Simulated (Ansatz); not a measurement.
# Decaying states in the gap of CsCaIF2, part 2 of 3

Wanted: the relaxed cell of CsCaIF2, its band edges and its decay constants. It is built by putting I for part of the F in the CsCaF3 structure of space group Pm-3m, with the volume rescaled by atomic radii. The parent structure comes from the Materials Project.

Ansatz 0.2.0; PBEsol DFT, plane waves, PAW files (the session's first sound run).

So far. Step 2 (Cell and atoms at rest): The largest force component on a free atom ends at 5.6e-29 eV/Å.

The structure was built from a prototype and need not be the compound's stable phase.

### Step 3. The bulk crystal and its band edges

The energy window and the wavevectors of the next steps follow from the band edges, so these are searched first, off the mesh as well.

The input, input.yaml:

```yaml
crystal:
  lattice:
    - [4.7880402209, 0.0, 0.0]
    - [0.0, 4.7880402209, 0.0]
    - [0.0, 0.0, 6.170558456]
  atoms:
    - { symbol: Cs, position: [0.0, 0.0, 0.0] }
    - { symbol: Ca, position: [0.5, 0.5, 0.5] }
    - { symbol: F, position: [0.0, 0.5, 0.5] }
    - { symbol: F, position: [0.5, 0.0, 0.5] }
    - { symbol: I, position: [0.5, 0.5, 0.0] }
kpoints:
  mp_grid: { grid: [6, 6, 6] }
  band_path: { path: [VBM, CBM], npoints: 30 }
scf:
  occupations: { method: fixed }
hamiltonian:
  xc: pbesol
output:
  eigenvalues: true
  write_potential: true
  write_density: true
  volumetric_format: npy
  elf: true
```

Launch:

```bash
$ ansatz run input.yaml --threads 2 --pin off --max-ram 4096MiB --backend cpu --events-out ev --progress --plain --runs-dir out
```

Numbers of over 12 decimals in the logs are rounded to 6 here.

The log of the run:

```text
[...]
Crystal: 5 atoms, lattice volume = 141.462 Å³
Basis set: ecut = 420 eV, 2745 PW (Γ)
Bands: 30, of which v1, the nominal top of the filled ones, is band 25 counted from 1 (24 counted from 0)
Symmetry: 16 space group operations
[...]
k-points: 40 of 216
[...]
SCF iter   1: F=—  HF=-16420.240939 eV  |F-HF|=—  |Δ(HF+E_count)|=         —  Δρ=7.06e-3  dr2=4.38e-2  ethr=1.77e-3  ⟨swp⟩=6.5  Hψ=5257  notcnv=0  defer=108
[...]
SCF iter   6: F=-16420.230328 eV  HF=-16420.230328 eV  |F-HF|=3.59e-8  |Δ(HF+E_count)|=   6.21e-7  Δρ=7.14e-6  dr2=7.17e-8  ethr=2.00e-10  ⟨swp⟩=13.6  Hψ=8203  notcnv=0
SCF 1 converged in 6 iterations: F = -16420.230328 eV  dr2 = 7.17e-8
[...]
NSCF: frozen V_eff on 40 k-points
[...]
SCF converged after 6 iterations
Free energy (F): -16420.230328 eV
[...]
Internal energy: -16420.230328 eV  (E = F + TS)
E sigma→0 (E₀):  -16420.230328 eV
Fermi energy:    3.328464 eV
[...]
--- Band table (eV; the first three rows and the last of 40) ---
  k-point 0: bands = [... 21 lower, 2.1681, 2.7013, 3.2146, 3.2146, 7.6359, 7.8272, 8.7222, 8.7222, ... 1 higher]
  k-point 1: bands = [... 21 lower, 2.1662, 2.4817, 3.1920, 3.1920, 7.6864, 8.1983, 8.9016, 8.9016, ... 1 higher]
  k-point 2: bands = [... 21 lower, 2.1622, 2.1622, 3.1477, 3.1477, 7.7925, 8.9809, 9.3872, 9.3872, ... 1 higher]
  k-point 39: bands = [... 21 lower, 1.8726, 2.4279, 3.3285, 3.3285, 8.5190, 8.5190, 10.2364, 10.2364, ... 1 higher]
```

Elapsed: 14 s, on 2 threads of Arm Neoverse V2, shared host; peak memory 0.46 GiB; 27 s of CPU time.

Numbers from this step:

```
free energy         : -16420.2303 eV
Fermi energy        : 3.328 eV
gap on the k-mesh   : 4.307 eV
gap on path         : 4.307 eV, by band count; negative where bands overlap
direct gap on path  : 4.421 eV
edge places on path : 0, 1.058 1/A along the path
```

Electronic bands along the path, in eV, zero at the Fermi level (highest filled level under fixed occupations); v1 is the highest filled band, c1 the lowest empty one:

| point | v4 | v3 | v2 | v1 | c1 | c2 | c3 | c4 |
| --- | --- | --- | --- | --- | --- | --- | --- | --- |
| VBM | -1.46 | -0.90 | 0.00 | 0.00 | 5.19 | 5.19 | 6.91 | 6.91 |
| halfway | -1.34 | -1.07 | -0.95 | -0.15 | 5.51 | 5.96 | 6.19 | 6.33 |
| CBM | -1.16 | -0.63 | -0.11 | -0.11 | 4.31 | 4.50 | 5.39 | 5.39 |

Electrostatic potential energy in the ac plane at fractional y = 0.500, with atoms of Ca and F and I within 0.2 Å of it. With pseudopotentials it is smooth inside the atoms' cores, unlike the true potential.

Ten even steps from '_' (-43 eV) to '@' (11 eV), each cell a mean:
```
@@@@@@%%****@@@@##++##@@@@@@
@@@@@@@@##++****++**%%@@@@@@
@@@@@@@@%%##**++**##@@@@@@@@
@@@@@@@@@@%%%%%%%%@@@@@@@@@@
@@@@@@@@@@%%%%%%%%@@@@@@@@@@
@@@@@@@@%%%%####%%%%@@@@@@@@
%%@@@@@@%%**====++##%%@@@@@@
::++@@%%##--____..++%%@@##--
__::##%%**::______==##@@++..
..--%%%%**::______==%%@@**::
++%%@@@@##++::..--**%%@@@@**
@@@@@@@@%%##****##%%@@@@@@@@
@@@@@@@@@@%%%%%%%%%%@@@@@@@@
@@@@@@@@@@%%%%%%%%@@@@@@@@@@
@@@@@@@@@@%%######%%@@@@@@@@
@@@@@@@@%%**++++++**%%@@@@@@
@@@@@@%%**++##%%**++##@@@@@@
@@@@@@%%++**@@@@%%++##@@@@@@
```
Columns run along a (4.8 Å; values clipped at the 3rd and 97th percentile), rows up along c (6.2 Å). Atoms in or near the plane, at fractional coordinates: Ca at (0.50, 0.50), F at (0.00, 0.50), I at (0.50, 0.00).

ELF in the ac plane at fractional y = 0.500, with atoms of Ca and F and I within 0.2 Å of it. It is the smooth field of the valence electrons, not physical close to the nuclei.

Ten even steps from '_' (0.01) to '@' (0.85), each cell a mean:
```
__..**%%##++::::==##%%%%==__
__..++%%%%##++++**##%%##--__
____--##%%%%####%%%%%%++..__
______--##%%%%%%%%%%++::____
..______..::----::::..______
++==..______::::..______::==
%%##++__..++%%%%##--__::**%%
%%@@##..--@@@@@@@@##..==%%@@
**%%%%..==@@@@@@@@%%..==@@##
##@@%%..==@@@@@@@@%%..==@@%%
@@%%**..::##@@@@@@++__--##@@
**++--____..==++--..__..==**
::..______..........______::
______..==**********--..____
____::**%%%%%%%%%%%%##==..__
____==%%%%##****##%%%%##::__
__..++%%%%**==--++##%%%%--__
__..**%%##++::==--**%%%%==__
```
Columns run along a (4.8 Å), rows up along c (6.2 Å). Atoms in or near the plane, at fractional coordinates: Ca at (0.50, 0.50), F at (0.00, 0.50), I at (0.50, 0.00).

Valence density in the ac plane at fractional y = 0.500, with atoms of Ca and F and I within 0.2 Å of it. It is the smooth field of the valence electrons, not physical close to the nuclei.

Values in e/Å³, 18 rows by 14 columns, each cell a mean:
```
 0  0  0  0  1  3 10 13  7  1  0  0  0  0
 0  0  0  0  1  1  3  4  2  1  0  0  0  0
 0  0  0  0  0  1  1  1  1  0  0  0  0  0
 0  0  0  0  0  0  0  0  0  0  0  0  0  0
 0  0  0  0  0  0  0  0  0  0  0  0  0  0
 0  0  0  0  0  0  0  0  0  0  0  0  0  0
 1  1  0  0  0  0  1  1  1  0  0  0  0  1
 5  3  1  0  0  2  4  5  3  1  0  0  1  4
12  5  1  0  1  3  6  6  4  1  0  0  2  8
 9  4  1  0  0  2  5  6  4  1  0  0  2  6
 2  1  0  0  0  1  2  3  2  0  0  0  1  2
 0  0  0  0  0  0  0  1  0  0  0  0  0  0
 0  0  0  0  0  0  0  0  0  0  0  0  0  0
 0  0  0  0  0  0  0  0  0  0  0  0  0  0
 0  0  0  0  0  0  1  1  0  0  0  0  0  0
 0  0  0  0  0  1  1  2  1  1  0  0  0  0
 0  0  0  0  1  2  7  9  5  1  0  0  0  0
 0  0  0  0  1  4 13 17  9  2  1  0  0  0
```
Columns run along a (4.8 Å), rows up along c (6.2 Å). Atoms in or near the plane, at fractional coordinates: Ca at (0.50, 0.50), F at (0.00, 0.50), I at (0.50, 0.00).

The searched edges give 4.31 eV, as on the mesh.

### Step 4. Decaying states in the gap, plane (100), k-mesh 6×4×6

This step: PBEsol DFT, plane waves, PAW files; complex bands by layer matching along the plane's normal (Ansatz 0.2.0).

The same crystal is laid in a cell whose first two vectors span the (100) plane (indices of the standard conventional cell, whose axes can be ordered otherwise than in the bulk input). At fixed energy and wavevector in the plane the solver finds all kz, real and complex. A few wavevectors are listed, (0, 0), (-0.5, -0.5) and (0.5, 0) in units of the plane's reciprocal vectors; the slowest state needn't be among them.

The input, input.yaml:

```yaml
crystal:
  lattice:
    - [4.788040221, 0.0, 0.0]
    - [0.0, 6.170558456, 0.0]
    - [0.0, 0.0, 4.788040221]
  atoms:
    - { symbol: Cs, position: [0.0, 0.0, 0.0] }
    - { symbol: Ca, position: [0.5, 0.5, 0.5] }
    - { symbol: F, position: [0.5, 0.5, 0.0] }
    - { symbol: F, position: [0.0, 0.5, 0.5] }
    - { symbol: I, position: [0.5, 0.0, 0.5] }
kpoints:
  mp_grid: { grid: [6, 4, 6] }
scf:
  occupations: { method: fixed }
hamiltonian:
  xc: pbesol
output:
  eigenvalues: true
  transmission:
    leads: [[0, 0]]
    kpoints: [[0.0, 0.0], [-0.5, -0.5], [0.5, 0.0]]
    e_range: [-1.0, 5.31]
    de: 0.13
```

The log of the run:

```text
[...]
Crystal: 5 atoms, lattice volume = 141.462 Å³
Basis set: ecut = 420 eV, 2745 PW (Γ)
Bands: 30, of which v1, the nominal top of the filled ones, is band 25 counted from 1 (24 counted from 0)
Symmetry: 16 space group operations
[...]
k-points: 30 of 144
[...]
SCF iter   1: F=—  HF=-16420.240908 eV  |F-HF|=—  |Δ(HF+E_count)|=         —  Δρ=7.06e-3  dr2=4.38e-2  ethr=1.77e-3  ⟨swp⟩=6.5  Hψ=3916  notcnv=0  defer=83
[...]
SCF iter   6: F=-16420.230307 eV  HF=-16420.230307 eV  |F-HF|=4.33e-8  |Δ(HF+E_count)|=   6.16e-7  Δρ=7.21e-6  dr2=7.17e-8  ethr=2.00e-10  ⟨swp⟩=13.7  Hψ=6058  notcnv=0
SCF 1 converged in 6 iterations: F = -16420.230307 eV  dr2 = 7.17e-8
[...]
transmission: 7 of 21 steps passed
transmission: 14 of 21 steps passed
transmission: 21 of 21 steps passed
SCF converged after 6 iterations
Free energy (F): -16420.230307 eV
[...]
Internal energy: -16420.230307 eV  (E = F + TS)
E sigma→0 (E₀):  -16420.230307 eV
Fermi energy:    3.328550 eV
[...]
--- Band table (eV; the first three rows and the last of 30) ---
  k-point 0: bands = [... 21 lower, 2.1681, 2.7014, 3.2147, 3.2147, 7.6360, 7.8272, 8.7222, 8.7222, ... 1 higher]
  k-point 1: bands = [... 21 lower, 2.1256, 2.6521, 2.8160, 2.9629, 8.0320, 8.1335, 8.8021, 8.8376, ... 1 higher]
  k-point 2: bands = [... 21 lower, 2.0329, 2.1812, 2.5247, 2.5731, 8.5356, 8.9871, 9.0933, 9.3021, ... 1 higher]
  k-point 29: bands = [... 21 lower, 1.8726, 2.4279, 3.3286, 3.3286, 8.5190, 8.5190, 10.2363, 10.2363, ... 1 higher]
--- Transmission ---
  basis      : 253 plane waves across, 7 finite elements along
  points     : 3, as listed
  energies   : 49 from -1.000000 to 5.240000 eV about the Fermi level, 0.130000 eV apart; the leads are filled to 2.153704 eV, and channels, transmission and decay are at 2.120000 eV
  crystal 0  : Cs1F2Ca1I1, at the sites [0, 0], period 4.7880 Å: whole cells are its period
    offset         : up to 0.0000 Å between an atom of the period and one for which it stands
    channels       : 0.000000e0 a spin
    conductance    : none, the energies end too early or step too widely for 300 K: set another output.transmission.e_range or a lower de, or, where they end at an eighth of basis.ecutwfc, a higher one
    slowest decay  : 0.3093 /Å at (0.0000, 0.0000)
```

The job ended after 63 s (2 threads; peak memory 0.78 GiB; 1.7 min of CPU time).

Numbers from this step:

| Quantity | Value |
| --- | --- |
| Fermi energy | 3.329 eV |
| level to which the leads are filled | 2.154 eV from the Fermi level |
| decay constant at the filling level, zone centre | 0.3093 Å⁻¹ |
| decay constant at the filling level, slowest listed point | 0.3093 Å⁻¹ |

K parallel (0, 0); values up to 1.5 1/Å, a degenerate pair printed once or twice; energies at which all values exceed this have no row. Table of Im kz of the slowest decaying states by energy, zero at the highest filled level on the SCF mesh:

| energy (eV) | decay 1 (Å⁻¹) | decay 2 (Å⁻¹) | decay 3 (Å⁻¹) | decay 4 (Å⁻¹) |
| --- | --- | --- | --- | --- |
| -1.000 | 0.0321 | 0.259 | 0.373 | 0.587 |
| -0.480 | 0.301 | 0.398 | 0.632 | 0.665 |
| 0.040 | 0.121 | 0.153 | 0.453 | 0.492 |
| 0.560 | 0.229 | 0.286 | 0.485 | 0.566 |
| 0.950 | 0.268 | 0.333 | 0.501 | 0.594 |
| 1.470 | 0.297 | 0.370 | 0.512 | 0.555 |
| 1.990 | 0.309 | 0.390 | 0.508 | 0.517 |
| 2.510 | 0.306 | 0.397 | 0.459 | 0.508 |
| 3.030 | 0.288 | 0.394 | 0.402 | 0.491 |
| 3.550 | 0.245 | 0.335 | 0.383 | 0.458 |
| 3.940 | 0.182 | 0.272 | 0.369 | 0.420 |
| 4.460 | 0.0797 | 0.343 | 0.353 | 0.489 |
| 4.980 | 0.278 | 0.306 | 0.361 | 0.448 |

K parallel (-0.5, -0.5); values up to 1.5 1/Å, a degenerate pair printed once or twice; energies at which all values exceed this have no row. Im kz of the slowest decaying states against energy, zero at the highest filled level on the SCF mesh:

| energy (eV) | decay 1 (Å⁻¹) | decay 2 (Å⁻¹) | decay 3 (Å⁻¹) | decay 4 (Å⁻¹) |
| --- | --- | --- | --- | --- |
| -1.00 | 0.149 | 0.389 | 0.530 | 0.696 |
| -0.74 | 0.365 | 0.426 | 0.590 | 0.761 |
| -0.48 | 0.455 | 0.575 | 0.625 | 0.804 |
| -0.22 | 0.477 | 0.646 | 0.698 | 0.834 |
| 0.04 | 0.0738 | 0.0835 | 0.496 | 0.659 |
| 0.30 | 0.192 | 0.221 | 0.511 | 0.665 |
| 0.56 | 0.251 | 0.293 | 0.524 | 0.667 |
| 0.69 | 0.273 | 0.320 | 0.529 | 0.666 |
| 0.95 | 0.309 | 0.366 | 0.538 | 0.663 |
| 1.21 | 0.336 | 0.402 | 0.545 | 0.656 |
| 1.47 | 0.358 | 0.432 | 0.550 | 0.646 |
| 1.73 | 0.376 | 0.457 | 0.554 | 0.634 |
| 1.99 | 0.390 | 0.479 | 0.557 | 0.620 |
| 2.25 | 0.402 | 0.497 | 0.558 | 0.603 |
| 2.51 | 0.411 | 0.512 | 0.558 | 0.584 |
| 2.77 | 0.418 | 0.524 | 0.557 | 0.563 |
| 3.03 | 0.423 | 0.534 | 0.539 | 0.555 |
| 3.29 | 0.426 | 0.512 | 0.541 | 0.552 |
| 3.55 | 0.428 | 0.482 | 0.538 | 0.546 |
| 3.68 | 0.428 | 0.465 | 0.518 | 0.544 |
| 3.94 | 0.426 | 0.429 | 0.476 | 0.538 |
| 4.20 | 0.386 | 0.423 | 0.427 | 0.531 |
| 4.46 | 0.336 | 0.371 | 0.419 | 0.522 |
| 4.72 | 0.273 | 0.300 | 0.412 | 0.512 |
| 4.98 | 0.186 | 0.203 | 0.404 | 0.500 |
| 5.24 | 0.393 | 0.487 | 0.523 | 0.644 |

K parallel (0.5, 0); values up to 1.5 1/Å, a degenerate pair printed once or twice; energies at which all values exceed this have no row. The Im kz of the slowest decaying states by energy, zero at the highest filled level on the SCF mesh:

| energy (eV) | decay 1 (Å⁻¹) | decay 2 (Å⁻¹) | decay 3 (Å⁻¹) | decay 4 (Å⁻¹) |
| --- | --- | --- | --- | --- |
| -1.00 | 0.0304 | 0.332 | 0.800 | 0.975 |
| -0.74 | 0.172 | 0.384 | 0.389 | 0.936 |
| -0.35 | 0.434 | 0.474 | 0.803 | 0.938 |
| -0.09 | 0.0425 | 0.0543 | 0.458 | 0.563 |
| 0.04 | 0.130 | 0.165 | 0.468 | 0.596 |
| 0.30 | 0.209 | 0.266 | 0.484 | 0.648 |
| 0.56 | 0.260 | 0.330 | 0.497 | 0.687 |
| 0.82 | 0.297 | 0.378 | 0.508 | 0.716 |
| 1.21 | 0.338 | 0.432 | 0.519 | 0.747 |
| 1.47 | 0.359 | 0.461 | 0.525 | 0.761 |
| 1.86 | 0.384 | 0.495 | 0.529 | 0.775 |
| 2.12 | 0.397 | 0.513 | 0.530 | 0.781 |
| 2.38 | 0.407 | 0.528 | 0.529 | 0.766 |
| 2.77 | 0.419 | 0.525 | 0.544 | 0.728 |
| 3.03 | 0.424 | 0.520 | 0.552 | 0.700 |
| 3.42 | 0.428 | 0.509 | 0.558 | 0.652 |
| 3.68 | 0.429 | 0.499 | 0.559 | 0.615 |
| 3.94 | 0.428 | 0.487 | 0.557 | 0.574 |
| 4.33 | 0.424 | 0.461 | 0.498 | 0.499 |
| 4.59 | 0.418 | 0.428 | 0.433 | 0.438 |
| 4.98 | 0.279 | 0.289 | 0.382 | 0.407 |
| 5.24 | 0.310 | 0.396 | 0.488 | 0.563 |

At the listed wavevectors the last open channel is at -0.09 eV and the next at +4.33 eV on the grid. At +2.12 eV, the grid energy nearest the filling level (the middle of the gap on the SCF mesh), the slowest state at the listed wavevectors decays with κ = 0.309 Å⁻¹, its amplitude falling by e over 3.2 Å. Through 1 nm of this crystal that state's transmission falls by exp(−2 × 0.309 Å⁻¹ × 10 Å) = 0.0021.

### Step 5. Decaying states in the gap, plane (001), k-mesh 6×6×4

The same for the (001) plane, at (0, 0), (-0.5, -0.5) and (0.5, 0), to see how the decay depends on direction.

input.yaml, the sections that differ from step 4:

```yaml
crystal:
  lattice:
    - [4.788040221, 0.0, 0.0]
    - [0.0, 4.788040221, 0.0]
    - [0.0, 0.0, 6.170558456]
  atoms:
    - { symbol: Cs, position: [0.0, 0.0, 0.0] }
    - { symbol: Ca, position: [0.5, 0.5, 0.5] }
    - { symbol: F, position: [0.0, 0.5, 0.5] }
    - { symbol: F, position: [0.5, 0.0, 0.5] }
    - { symbol: I, position: [0.5, 0.5, 0.0] }
kpoints:
  mp_grid: { grid: [6, 6, 4] }
# scf, hamiltonian, output: as in step 4
```

The log of the run:

```text
[...]
Crystal: 5 atoms, lattice volume = 141.462 Å³
Basis set: ecut = 420 eV, 2745 PW (Γ)
Bands: 30, of which v1, the nominal top of the filled ones, is band 25 counted from 1 (24 counted from 0)
Symmetry: 16 space group operations
[...]
k-points: 30 of 144
[...]
SCF iter   1: F=—  HF=-16420.240910 eV  |F-HF|=—  |Δ(HF+E_count)|=         —  Δρ=7.06e-3  dr2=4.37e-2  ethr=1.77e-3  ⟨swp⟩=6.5  Hψ=3954  notcnv=0  defer=81
[...]
SCF iter   6: F=-16420.230307 eV  HF=-16420.230307 eV  |F-HF|=5.84e-8  |Δ(HF+E_count)|=   5.36e-7  Δρ=7.35e-6  dr2=7.21e-8  ethr=2.00e-10  ⟨swp⟩=13.7  Hψ=6087  notcnv=0
SCF 1 converged in 6 iterations: F = -16420.230307 eV  dr2 = 7.21e-8
[...]
transmission: 8 of 24 steps passed
transmission: 16 of 24 steps passed
transmission: 24 of 24 steps passed
SCF converged after 6 iterations
Free energy (F): -16420.230307 eV
[...]
Internal energy: -16420.230307 eV  (E = F + TS)
E sigma→0 (E₀):  -16420.230307 eV
Fermi energy:    3.328565 eV
[...]
--- Band table (eV; the first three rows and the last of 30) ---
  k-point 0: bands = [... 21 lower, 2.1681, 2.7014, 3.2147, 3.2147, 7.6360, 7.8272, 8.7222, 8.7222, ... 1 higher]
  k-point 1: bands = [... 21 lower, 2.1640, 2.2702, 3.1698, 3.1698, 7.7386, 8.5738, 9.1137, 9.1137, ... 1 higher]
  k-point 2: bands = [... 21 lower, 2.1605, 2.1605, 3.1261, 3.1261, 7.8485, 9.6014, 9.8054, 9.8761, ... 1 higher]
  k-point 29: bands = [... 21 lower, 1.8726, 2.4279, 3.3286, 3.3286, 8.5190, 8.5190, 10.2363, 10.2363, ... 1 higher]
--- Transmission ---
  basis      : 197 plane waves across, 8 finite elements along
  points     : 3, as listed
[...]
crystal 0  : Cs1I1Ca1F2, at the sites [0, 0], period 6.1706 Å: whole cells are its period
[...]
channels       : 0.000000e0 a spin
[...]
slowest decay  : 0.3044 /Å at (0.0000, 0.0000)
```

It took 26 s on 2 threads; peak memory 0.7 GiB; 50 s of CPU time.

Numbers from this step:

```
decay constant at the filling level, zone centre          : 0.3044 Å⁻¹
decay constant at the filling level, slowest listed point : 0.3044 Å⁻¹
```

K parallel (0, 0); values up to 1.5 1/Å, a degenerate pair printed once or twice; energies at which all values exceed this have no row. Im kz of the slowest decaying states against energy, zero at the highest filled level on the SCF mesh:

| energy (eV) | decay 1 (Å⁻¹) | decay 2 (Å⁻¹) | decay 3 (Å⁻¹) | decay 4 (Å⁻¹) |
| --- | --- | --- | --- | --- |
| -1.00 | 0.584 | 0.617 | 0.626 | 0.639 |
| -0.74 | 0.544 | 0.646 | 0.690 | 0.768 |
| -0.48 | 0.126 | 0.446 | 0.658 | 0.728 |
| -0.22 | 0.142 | 0.196 | 0.666 | 0.749 |
| 0.04 | 0.237 | 0.342 | 0.670 | 0.760 |
| 0.30 | 0.263 | 0.463 | 0.671 | 0.765 |
| 0.56 | 0.282 | 0.518 | 0.669 | 0.764 |
| 0.69 | 0.289 | 0.535 | 0.667 | 0.762 |
| 0.95 | 0.299 | 0.558 | 0.661 | 0.756 |
| 1.21 | 0.306 | 0.571 | 0.654 | 0.746 |
| 1.47 | 0.309 | 0.576 | 0.645 | 0.733 |
| 1.73 | 0.309 | 0.576 | 0.634 | 0.717 |
| 1.99 | 0.307 | 0.572 | 0.621 | 0.698 |
| 2.25 | 0.301 | 0.565 | 0.607 | 0.676 |
| 2.51 | 0.294 | 0.554 | 0.591 | 0.650 |
| 2.77 | 0.283 | 0.540 | 0.573 | 0.620 |
| 3.03 | 0.269 | 0.523 | 0.553 | 0.585 |
| 3.29 | 0.252 | 0.502 | 0.531 | 0.542 |
| 3.55 | 0.230 | 0.479 | 0.490 | 0.508 |
| 3.68 | 0.217 | 0.458 | 0.465 | 0.495 |
| 3.94 | 0.185 | 0.375 | 0.436 | 0.467 |
| 4.20 | 0.139 | 0.224 | 0.401 | 0.436 |
| 4.46 | 0.0516 | 0.361 | 0.402 | 0.822 |
| 4.72 | 0.263 | 0.311 | 0.364 | 0.790 |
| 4.98 | 0.248 | 0.319 | 0.350 | 0.746 |
| 5.24 | 0.154 | 0.266 | 0.395 | 0.675 |

K parallel (-0.5, -0.5); values up to 1.5 1/Å, a degenerate pair printed once or twice; energies at which all values exceed this have no row. The Im kz of the slowest decaying states by energy, zero at the highest filled level on the SCF mesh:

| energy (eV) | decay 1 (Å⁻¹) | decay 2 (Å⁻¹) | decay 3 (Å⁻¹) | decay 4 (Å⁻¹) |
| --- | --- | --- | --- | --- |
| -1.000 | 0.168 | 0.595 | 0.745 | 0.796 |
| -0.480 | 0.305 | 0.485 | 0.668 | 0.982 |
| 0.040 | 0.184 | 0.354 | 0.715 | 1.03 |
| 0.560 | 0.378 | 0.472 | 0.749 | 1.04 |
| 0.950 | 0.387 | 0.528 | 0.769 | 1.04 |
| 1.470 | 0.390 | 0.562 | 0.791 | 1.04 |
| 1.990 | 0.385 | 0.574 | 0.811 | 1.01 |
| 2.510 | 0.373 | 0.571 | 0.831 | 0.985 |
| 3.030 | 0.356 | 0.556 | 0.855 | 0.944 |
| 3.550 | 0.331 | 0.531 | 0.890 | 0.892 |
| 3.940 | 0.307 | 0.503 | 0.842 | 0.932 |
| 4.460 | 0.266 | 0.450 | 0.754 | 0.922 |
| 4.980 | 0.209 | 0.341 | 0.605 | 0.779 |

K parallel (0.5, 0); values up to 1.5 1/Å, a degenerate pair printed once or twice; energies at which all values exceed this have no row. Table of Im kz of the slowest decaying states by energy, zero at the highest filled level on the SCF mesh:

| energy (eV) | decay 1 (Å⁻¹) | decay 2 (Å⁻¹) | decay 3 (Å⁻¹) | decay 4 (Å⁻¹) |
| --- | --- | --- | --- | --- |
| -1.00 | 0.604 | 0.695 | 0.701 | 1.31 |
| -0.74 | 0.0856 | 0.257 | 0.386 | 0.704 |
| -0.48 | 0.202 | 0.377 | 0.486 | 0.760 |
| -0.22 | 0.255 | 0.456 | 0.542 | 0.779 |
| 0.04 | 0.288 | 0.518 | 0.578 | 0.793 |
| 0.30 | 0.311 | 0.569 | 0.602 | 0.803 |
| 0.56 | 0.327 | 0.613 | 0.618 | 0.809 |
| 0.69 | 0.333 | 0.623 | 0.634 | 0.811 |
| 0.95 | 0.342 | 0.630 | 0.674 | 0.814 |
| 1.21 | 0.348 | 0.633 | 0.716 | 0.814 |
| 1.47 | 0.351 | 0.632 | 0.769 | 0.811 |
| 1.73 | 0.352 | 0.628 | 0.807 | 0.857 |
| 1.99 | 0.350 | 0.621 | 0.801 | 0.849 |
| 2.25 | 0.347 | 0.612 | 0.792 | 0.838 |
| 2.51 | 0.341 | 0.600 | 0.782 | 0.826 |
| 2.77 | 0.334 | 0.586 | 0.771 | 0.811 |
| 3.03 | 0.325 | 0.570 | 0.757 | 0.795 |
| 3.29 | 0.314 | 0.551 | 0.741 | 0.775 |
| 3.55 | 0.301 | 0.530 | 0.723 | 0.753 |
| 3.68 | 0.293 | 0.518 | 0.713 | 0.740 |
| 3.94 | 0.276 | 0.492 | 0.692 | 0.711 |
| 4.20 | 0.257 | 0.463 | 0.668 | 0.675 |
| 4.46 | 0.233 | 0.430 | 0.630 | 0.642 |
| 4.72 | 0.205 | 0.391 | 0.578 | 0.612 |
| 4.98 | 0.170 | 0.345 | 0.522 | 0.578 |
| 5.24 | 0.122 | 0.288 | 0.460 | 0.539 |

At the listed wavevectors the last open channel is at -0.09 eV and the next at +4.33 eV on the grid. At +2.12 eV, the grid energy nearest the filling level (the middle of the gap on the SCF mesh), the slowest state at the listed wavevectors decays with κ = 0.304 Å⁻¹, its amplitude falling by e over 3.3 Å; the first such run, plane (100), gave 0.309 Å⁻¹.

(Continued in part 3 of 3.)

[Logs are printed without paths, hosts, clocks, repeated set-up lines and the standing remarks that a program may print on its own settings, such as how far it seeks lower states.]

[Hosts, paths, dates, database ids (printed as entryN), source tags and the programs' standing remarks are cut or masked in the printed files.]
